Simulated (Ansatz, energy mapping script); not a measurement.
# VCl2O monolayer: J from the energies of magnetic orders

Wanted: the magnetic order of VCl2O monolayer, its couplings and an estimate of its ordering temperature, by LDA+U (1.92 eV).

Main program and level: Ansatz 0.2.0; LDA with U = 1.92 eV on V d, ortho-atomic projectors; plane waves, U on orthogonalised atomic orbitals unless named otherwise, collinear spin, no spin–orbit coupling.

## Step 1: The starting structure

The cell holds 4 atoms: 1 V, 2 Cl and 1 O. Cell: a = 3.740 Å, b = 3.503 Å, c = 18.310 Å, α = 90.0°, β = 90.0°, γ = 90.0°. It derives from VCl2O. one layer cut from the bulk crystal, unrelaxed, 15 A of vacuum. Vacuum lies along c.

The cell comes from a database of computed structures, and need not be the one that the compound takes in experiment.

The U corrects the self-interaction that lets semilocal functionals spread d and f electrons too far. Its value here is typed, not computed.

## Step 2: A first run with parallel moments

One run in the crystal's own cell, under LDA with U = 3.36 eV on V d, ortho-atomic projectors, shows which elements keep a moment. Transition or f elements with 0.3 μB or more enter the spin model; moments induced on other atoms do not.

input.yaml reads:

```yaml
crystal:
  lattice:
    - [3.73957, 0.0, 0.0]
    - [0.0, 3.50306, 0.0]
    - [0.0, 0.0, 18.309677]
  atoms:
    - { symbol: V, position: [0.062003, 0.0, 0.5], spin: 2.0 }
    - { symbol: Cl, position: [0.004547, 0.5, 0.409619] }
    - { symbol: Cl, position: [0.004547, 0.5, 0.590381] }
    - { symbol: O, position: [0.513588, 0.0, 0.5] }
magnetization:
  spin_polarized: true
kpoints:
  mp_grid: { grid: [7, 7, 1] }
hamiltonian:
  xc: lda
  hubbard:
    sites: [{ species: V, l: d, u_eff: 3.36 }]
    projectors: ortho-atomic
scf:
  occupations: { method: fermi_dirac, width: 0.05 }
output:
  eigenvalues: true
```

On the command line:

```bash
$ ansatz run input.yaml --threads 4 --pin off --max-ram 8192MiB --backend cpu --events-out ev --progress --plain --runs-dir out
```

Numbers of over 12 decimals in the logs are rounded to 6 here.

Output:

```text
Engine: ansatz 0.2.0, aarch64-unknown-linux-gnu
Pseudopotentials: kind: paw
Pseudopotential: V, paw, valence charge 13, recommended cutoff 420 eV (normal), V.paw.azcp
Pseudopotential: Cl, paw, valence charge 7, recommended cutoff 420 eV (normal), Cl.paw.azcp
Pseudopotential: O, paw, valence charge 6, recommended cutoff 420 eV (normal), O.paw.azcp
Functional definition: SPW92
  exchange = slater_x
  correlation = pw_c
Crystal: 4 atoms, lattice volume = 239.856 Å³
Basis set: ecut = 420 eV, 4703 PW (Γ)
Bands: 22, of which v1, the nominal top of the filled ones, is band 17 counted from 1 (16 counted from 0)
Symmetry: 4 space group operations
Space group: Pmm2 (ITA 25), of the structure as read, at distance tolerance 6.2e-5 Å
Magnetic group: BNS 25.57 (UNI 155), of the structure as read, at distance tolerance 6.2e-5 Å
k-points: 16 of 49 (time reversal used)
Non-local potential: V, projectors of the file, l = 0: 3, l = 1: 2, l = 2: 3, l = 3: 1
Non-local potential: Cl, projectors of the file, l = 0: 2, l = 1: 2, l = 2: 2
Non-local potential: O, projectors of the file, l = 0: 2, l = 1: 2, l = 2: 1
PAW form: soft (Blöchl's): semilocal exchange-correlation on the pseudo side does not see the compensation charge
PAW frozen core: V, regenerated for the run's functional, and the local potential with it (the file was generated under x = pbe(κ = 0.804, μ = 0.219515), c = pbe(β = 0.066725))
PAW frozen core: Cl, regenerated for the run's functional, and the local potential with it (the file was generated under x = pbe(κ = 0.804, μ = 0.219515), c = pbe(β = 0.066725))
PAW frozen core: O, regenerated for the run's functional, and the local potential with it (the file was generated under x = pbe(κ = 0.804, μ = 0.219515), c = pbe(β = 0.066725))
PAW one-centre angular grid: V, 590 points (default); XC on 64 Gauss nodes
PAW one-centre angular grid: Cl, 110 points (default); XC on 64 Gauss nodes
PAW one-centre angular grid: O, 110 points (default); XC on 64 Gauss nodes
Initial density: superposition of atomic densities (neutral atoms: chi_scale 0, normalization atom)
Starting moments: Σ|m| = 2 μB on 1 of 4 sites
Initial wavefunctions: pseudopotential atomic-orbital guess
Functional: x = slater, c = lda
SCF iter   1: F=—  HF=-5506.382396 eV  |F-HF|=—  |Δ(HF+E_count)|=         —  Δρ=4.70e-2 (↑4.70e-2 ↓3.20e-2)  dr2=1.34e1  dr2_m=7.76e-1  M=1.000 μB ∫|m|=1.511 μB  β_m=0.30  ethr=3.10e-3  ⟨swp⟩=8.1  Hψ=3916  notcnv=0
preconditioner: auto → none  [metal: Δε(μ)=0.027 eV  Ē_g=9.706 eV  σ=0.050 eV  W_gap=0.13  n_scr=30 (ndim 8)  ℏωp=11.5 eV  f_vac=0.651  D(μ)=3.14/eV (n_scr^D=8)  sad-step TF]
[...]
iter 15 did not close the SCF: its close was put off for the exchange–correlation potential of the local minority spin (scf_convergence_deferred on its scf_iter line)
SCF iter  15: F=-5504.511338 eV  HF=-5504.511338 eV  |F-HF|=3.63e-8  |Δ(HF+E_count)|=   1.52e-7  Δρ=3.05e-6 (↑3.05e-6 ↓2.00e-6)  dr2=4.40e-8  dr2_m=3.91e-9  M=1.000 μB ∫|m|=1.534 μB  β_m=0.85  ethr=3.03e-10  ⟨swp⟩=9.6  Hψ=2592  notcnv=0
iter 16 met the thresholds in force, and the SCF goes on: an eigenvalue changes by 3.98 meV, over its tolerance of 1.00 meV (output.eigenvalues, Limitations)
SCF iter  16: F=-5504.511338 eV  HF=-5504.511338 eV  |F-HF|=1.64e-9  |Δ(HF+E_count)|=   3.95e-9  Δρ=4.72e-7 (↑4.50e-7 ↓4.72e-7)  dr2=2.07e-9  dr2_m=9.12e-11  M=1.000 μB ∫|m|=1.534 μB  β_m=0.92  ethr=1.33e-10  ⟨swp⟩=1.3  Hψ=2071  notcnv=0
SCF iter  17: F=-5504.511338 eV  HF=-5504.511338 eV  |F-HF|=1.02e-10  |Δ(HF+E_count)|=  7.46e-11  Δρ=9.45e-8 (↑9.45e-8 ↓8.20e-8)  dr2=9.02e-11  dr2_m=2.12e-12  M=1.000 μB ∫|m|=1.534 μB  ethr=6.28e-12  ⟨swp⟩=1.0  Hψ=1657  notcnv=0
SCF 1 converged in 17 iterations: F = -5504.511338 eV  dr2 = 9.02e-11
[...]
SCF converged after 17 iterations
an eigenvalue changed by more than its tolerance at an iteration that met the thresholds in force, so the SCF went on 1 time: the last check found none over its tolerance
Magnetization: 1.0000 μB (17.0000 up, 16.0000 down)
Absolute magnetization: 1.5335 μB (∫|ρ↑−ρ↓|, with the PAW one-centre terms)
Spin contamination: 0.0413 ħ² per cell (⟨S²⟩ above its minimum at these occupations)
Per-site moments (μB) at R_I (Å): [(0.816136, 0.696603), (-0.034054, 0.997921), (-0.034054, 0.997921), (-0.147305, 0.696603)]
Free energy (F): -5504.511338 eV
Harris-Foulkes:  -5504.511338 eV  (|F-HF|=1.02e-10)
Internal energy: -5504.511338 eV  (E = F + TS)
E sigma→0 (E₀):  -5504.511338 eV
Fermi energy:    -3.501841 eV
--- Per-component energies (eV) ---
  E_band       = -619.933635
  E_kinetic    = 824.204378
  E_local      = -16280.365607  (includes V_loc(G=0)·N_el)
  E_nonlocal   = 65.969561
  E_hartree    = 7746.395679
  E_xc         = -409.955269
  E_vxc        = -496.152099  (∫ρ·V_xc dr)
  E_hubbard    = 2.810632  (on-site DFT+U / exact-exchange correction)
  E_vhub       = 0.011992  (the Hubbard potential's part of the band-sum identity)
  E_paw        = -2455.886805  (= ΣΔE_a)
  E_vpaw       = -226.395369  (= ΣTr[D̂ρ^β])
  E_aug_tail   = 0.002928  (compensation charges beyond the density's cutoff)
  E_ewald      = 5001.489110
  E_core_change = 0.824055  (= ΣΔE_core)
  E_smearing   = -0.000000  (= −TS)
  E_closure    = -0.000000  (closes the sum)
  Σ components = -5504.511338   (vs F -5504.511338, Δ=0.00e0)
--- Band table (eV; the first three rows and the last of 32) ---
  k-point 0 ↑: bands = [... 13 lower, -5.2402, -4.9275, -4.9226, -4.4711, -2.6101, -2.2401, -1.0841, -0.9950, ... 1 higher]
  k-point 1 ↑: bands = [... 13 lower, -5.2886, -4.7795, -4.6561, -4.5640, -2.5509, -2.3063, -1.1994, -1.0438, ... 1 higher]
  k-point 2 ↑: bands = [... 13 lower, -5.2100, -4.9868, -4.6441, -4.4560, -2.4514, -2.3837, -1.2489, -1.1014, ... 1 higher]
  k-point 15 ↓: bands = [... 13 lower, -5.8990, -5.3803, -4.6736, -0.3241, -0.2346, -0.2117, -0.1226, 1.2649, ... 1 higher]
Occupation matrices written to <dir>
```

Run time: 7.8 s. Hardware: 4 threads of Arm Neoverse V2, shared host; peak memory 0.55 GiB; 29 s of CPU time.

In the SCF lines HF is the Harris–Foulkes energy and dr2 the Hartree energy of the density residual, in eV; the loop may stop once dr2 is under the threshold and the program's other checks hold. Hψ counts applications of the Hamiltonian.

Spin moment in the sphere by atom:

```csv
atom,spin moment in the sphere (μB)
V1,0.816
Cl2,-0.034
Cl3,-0.034
O4,-0.147
```

The run ends ferromagnetic; V carries the moments.

## Step 3: One set of occupation matrices for all orders

A corrected shell can settle in several orbital fillings. One parallel run, with an occupation width a fifth wider than the orders use, therefore is to supply the occupation matrices. All orders start from them.

input.yaml, the sections that differ from step 2:

```yaml
kpoints:
  mp_grid: { grid: [9, 10, 1] }
hamiltonian:
  xc: lda
  hubbard:
    sites: [{ species: V, l: d, u_eff: 1.92 }]
    projectors: ortho-atomic
scf:
  occupations: { method: fermi_dirac, width: 0.084 }
# crystal, magnetization, output: as in step 2
```

Output:

```text
[...]
Crystal: 4 atoms, lattice volume = 239.856 Å³
Basis set: ecut = 420 eV, 4703 PW (Γ)
Bands: 22, of which v1, the nominal top of the filled ones, is band 17 counted from 1 (16 counted from 0)
Symmetry: 4 space group operations
[...]
k-points: 30 of 90 (time reversal used)
[...]
Starting moments: Σ|m| = 2 μB on 1 of 4 sites
[...]
SCF iter   1: F=—  HF=-5507.706327 eV  |F-HF|=—  |Δ(HF+E_count)|=         —  Δρ=4.69e-2 (↑4.69e-2 ↓3.07e-2)  dr2=1.27e1  dr2_m=8.33e-1  M=1.000 μB ∫|m|=1.394 μB  β_m=0.30  ethr=3.10e-3  ⟨swp⟩=7.8  Hψ=7303  notcnv=0
[...]
SCF iter  18: F=-5505.728959 eV  HF=-5505.728959 eV  |F-HF|=2.37e-8  |Δ(HF+E_count)|=   4.51e-9  Δρ=1.60e-6 (↑1.60e-6 ↓1.34e-6)  dr2=2.53e-8  dr2_m=4.69e-11  M=1.000 μB ∫|m|=1.425 μB  ethr=5.34e-12  ⟨swp⟩=1.0  Hψ=3791  notcnv=0
SCF 1 converged in 18 iterations: F = -5505.728959 eV  dr2 = 2.53e-8
[...]
SCF converged after 18 iterations
[...]
Magnetization: 1.0000 μB (17.0000 up, 16.0000 down)
Absolute magnetization: 1.4247 μB (∫|ρ↑−ρ↓|, with the PAW one-centre terms)
[...]
Per-site moments (μB) at R_I (Å): [(0.775514, 0.696603), (-0.022937, 0.997921), (-0.022937, 0.997921), (-0.120626, 0.696603)]
Free energy (F): -5505.728959 eV
[...]
Internal energy: -5505.728798 eV  (E = F + TS)
E sigma→0 (E₀):  -5505.728879 eV
Entropy (-TS):   -0.000161 eV (-0.040 meV/atom)
Fermi energy:    -3.202704 eV
[...]
--- Band table (eV; the first three rows and the last of 60) ---
  k-point 0 ↑: bands = [... 13 lower, -4.9462, -4.9415, -4.7934, -4.2533, -2.6130, -2.2417, -0.9943, -0.9841, ... 1 higher]
  k-point 1 ↑: bands = [... 13 lower, -5.3482, -4.8594, -4.5785, -4.2015, -2.5768, -2.2788, -1.1053, -0.9686, ... 1 higher]
  k-point 2 ↑: bands = [... 13 lower, -5.2618, -4.7309, -4.7108, -4.0034, -2.4789, -2.3613, -1.2675, -0.9592, ... 1 higher]
  k-point 29 ↓: bands = [... 13 lower, -6.0033, -5.4666, -4.6452, -0.6857, -0.3920, -0.3413, -0.1657, 1.2360, ... 1 higher]
Occupation matrices written to <dir>
```

Elapsed: 15 s, on 4 threads; peak memory 0.65 GiB; 57 s of CPU time.

This step gave:

```
final state                       : ferromagnetic
electrons in the corrected shells : 3.388 e
largest moment                    : 0.776 μB
```

## Step 4: Parallel start in cell A (8 atoms)

The parallel order is the zero of energy for this cell and mesh.

input.yaml reads:

```yaml
crystal:
  lattice:
    - [3.73957, 0.0, 0.0]
    - [0.0, 7.00612, 0.0]
    - [0.0, 0.0, 18.309677]
  atoms:
    - { symbol: V, position: [0.062003, 0.0, 0.5], spin: 2.0 }
    - { symbol: V, position: [0.062003, 0.5, 0.5], spin: 2.0 }
    - { symbol: Cl, position: [0.004547, 0.25, 0.409619] }
    - { symbol: Cl, position: [0.004547, 0.75, 0.409619] }
    - { symbol: Cl, position: [0.004547, 0.25, 0.590381] }
    - { symbol: Cl, position: [0.004547, 0.75, 0.590381] }
    - { symbol: O, position: [0.513588, 0.0, 0.5] }
    - { symbol: O, position: [0.513588, 0.5, 0.5] }
magnetization:
  spin_polarized: true
kpoints:
  mp_grid: { grid: [9, 5, 1] }
hamiltonian:
  xc: lda
  hubbard:
    sites:
      - { species: V, l: d, u_eff: 1.92 }
      - { site: 0, l: d, u_eff: 1.92, starting_ns: [{ spin: up, occupation_matrix: v1_major }, { spin: down, occupation_matrix: v1_minor }] }
      - { site: 1, l: d, u_eff: 1.92, starting_ns: [{ spin: up, occupation_matrix: v1_major }, { spin: down, occupation_matrix: v1_minor }] }
    projectors: ortho-atomic
    occupation_matrices:
      v1_major:
        matrix:
          - [0.837, 0.0, 0.0, 0.266, 0.0]
          - [0.0, 0.306, 0.0, 0.0, 0.0]
          - [0.0, 0.0, 0.315, 0.0, 0.0]
          - [0.266, 0.0, 0.0, 0.517, 0.0]
          - [0.0, 0.0, 0.0, 0.0, 0.318]
      v1_minor:
        matrix:
          - [0.124, 0.0, 0.0, -0.105, 0.0]
          - [0.0, 0.223, 0.0, 0.0, 0.0]
          - [0.0, 0.0, 0.261, 0.0, 0.0]
          - [-0.105, 0.0, 0.0, 0.26, 0.0]
          - [0.0, 0.0, 0.0, 0.0, 0.226]
scf:
  occupations: { method: fermi_dirac, width: 0.07 }
output:
  eigenvalues: true
  write_density: true
  write_potential: true
  elf: true
  volumetric_format: npy
```

Output:

```text
[...]
Crystal: 8 atoms, lattice volume = 479.711 Å³
Basis set: ecut = 420 eV, 9371 PW (Γ)
Bands: 43, of which v1, the nominal top of the filled ones, is band 33 counted from 1 (32 counted from 0)
Symmetry: 8 space group operations
[...]
k-points: 15 of 45 (time reversal used)
[...]
Starting moments: Σ|m| = 4 μB on 2 of 8 sites
[...]
SCF iter   1: F=—  HF=-11016.103091 eV  |F-HF|=—  |Δ(HF+E_count)|=         —  Δρ=5.00e-2 (↑5.00e-2 ↓3.01e-2)  dr2=2.48e1  dr2_m=2.07e0  M=2.000 μB ∫|m|=2.569 μB  β_m=0.30  ethr=3.10e-3  ⟨swp⟩=8.5  Hψ=5728  notcnv=0
[...]
SCF iter  17: F=-11011.457888 eV  HF=-11011.457888 eV  |F-HF|=1.46e-11  |Δ(HF+E_count)|=  7.28e-11  Δρ=1.36e-7 (↑9.55e-8 ↓1.36e-7)  dr2=7.04e-11  dr2_m=4.41e-11  M=2.000 μB ∫|m|=2.850 μB  ethr=3.11e-12  ⟨swp⟩=1.5  Hψ=4083  notcnv=0
SCF 1 converged in 17 iterations: F = -11011.457888 eV  dr2 = 7.04e-11
[...]
WARN: The output density's exchange-correlation potential varies sharply where the density is thin. Do not read a vacuum level from v_tot or v_xc, or from such a field of the output density. On a cell that repeats whose density bears no net charge and no dipole along the vacuum's axis use v_es (v_loc + v_h of the components); under efield.dipole_correction with no amplitude use v_es + v_field, which holds any externa [...]
SCF converged after 17 iterations
Magnetization: 2.0000 μB (34.0000 up, 32.0000 down)
Absolute magnetization: 2.8493 μB (∫|ρ↑−ρ↓|, with the PAW one-centre terms)
[...]
Per-site moments (μB) at R_I (Å): [(0.775503, 0.696603), (0.775503, 0.696603), (-0.022929, 0.997921), (-0.022929, 0.997921), (-0.022929, 0.997921), (-0.022929, 0.997921), (-0.120624, 0.696603), (-0.120624, 0.696603)]
Free energy (F): -11011.457888 eV
[...]
Internal energy: -11011.457824 eV  (E = F + TS)
E sigma→0 (E₀):  -11011.457856 eV
Entropy (-TS):   -0.000064 eV (-0.008 meV/atom)
Fermi energy:    -3.214585 eV
[...]
--- Specified on-site occupations, and those of the state reported ---
  electrons in the specified blocks: 6.7740 specified, 6.7765 found
  site 1 (l=d) ↑: largest change of an orbital's occupation 0.0007; electrons 2.2930 specified, 2.2941 found; spectral distance 0.0007
[...]
site 1 (l=d) ↓: largest change of an orbital's occupation 0.0005; electrons 1.0940 specified, 1.0942 found; spectral distance 0.0004
[...]
--- Band table (eV; the first three rows and the last of 30) ---
  k-point 0 ↑: bands = [... 29 lower, -4.9333, -4.7934, -4.4826, -4.2533, -4.0239, -2.7132, -2.6129, -2.2416, ... 6 higher]
  k-point 1 ↑: bands = [... 29 lower, -4.8594, -4.5785, -4.5425, -4.2016, -3.9531, -2.6381, -2.5768, -2.2787, ... 6 higher]
  k-point 2 ↑: bands = [... 29 lower, -4.7309, -4.7107, -4.6496, -4.0034, -3.9042, -2.4839, -2.4788, -2.3612, ... 6 higher]
  k-point 14 ↓: bands = [... 29 lower, -5.0991, -4.9836, -4.8779, -1.0586, -0.8330, -0.5837, -0.4840, -0.3523, ... 6 higher]
Occupation matrices written to <dir>
```

Elapsed: 32 s, on 4 threads; peak memory 1.3 GiB.

Spin moment in the sphere by atom:

```
atom  spin moment in the sphere (μB)
  V1                           0.776
  V2                           0.776
 Cl3                          -0.023
 Cl4                          -0.023
 Cl5                          -0.023
 Cl6                          -0.023
  O7                          -0.121
  O8                          -0.121
```

The run ends ferromagnetic.

Spin density in the ca plane at fractional y = 0.000, with atoms of V and O within 0.2 Å of it.

Ten even steps from '0' (-0.2 e/Å³) to '9' (1.2 e/Å³), each cell a mean:
```
11111111111111111111222211111111111111111111
11111111111111111111111111111111111111111111
11111111111111111111111111111111111111111111
11111111111111111111100011111111111111111111
11111111111111111111100111111111111111111111
11111111111111111111111111111111111111111111
11111111111111111111345421111111111111111111
11111111111111111111589731111111111111111111
```
Columns run along c (18.3 Å), rows up along a (3.7 Å). Atoms in or near the plane, at fractional coordinates: V at (0.50, 0.06), O at (0.50, 0.51).

ELF in the ca plane at fractional y = 0.000, with atoms of V and O within 0.2 Å of it. It is the smooth field of the valence electrons, not physical close to the nuclei.

Ten even steps from '0' (0.00) to '9' (0.80), each cell a mean:
```
00000000000000000001267410000000000000000000
00000000000000000000133210000000000000000000
00000000000000000002799940000000000000000000
00000000000000000004985972000000000000000000
00000000000000000004998971000000000000000000
00000000000000000001345420000000000000000000
00000000000000000001488621000000000000000000
00000000000000000011798931000000000000000000
```
Columns run along c (18.3 Å), rows up along a (3.7 Å). Atoms in or near the plane, at fractional coordinates: V at (0.50, 0.06), O at (0.50, 0.51).

[end of part 1 of 3]

[Logs and program files are shortened in this print: banners, set-up blocks, solver, clock and traceback lines can be left out without a mark of their own.]

[Logs are printed without paths, hosts, clocks, repeated set-up lines and the standing remarks that a program may print on its own settings, such as how far it seeks lower states.]

[Hosts, paths, dates, database ids (printed as entryN), source tags and the programs' standing remarks are cut or masked in the printed files.]

[Where a cell is said to come from a database of computed structures, the database is the Materials Project.]
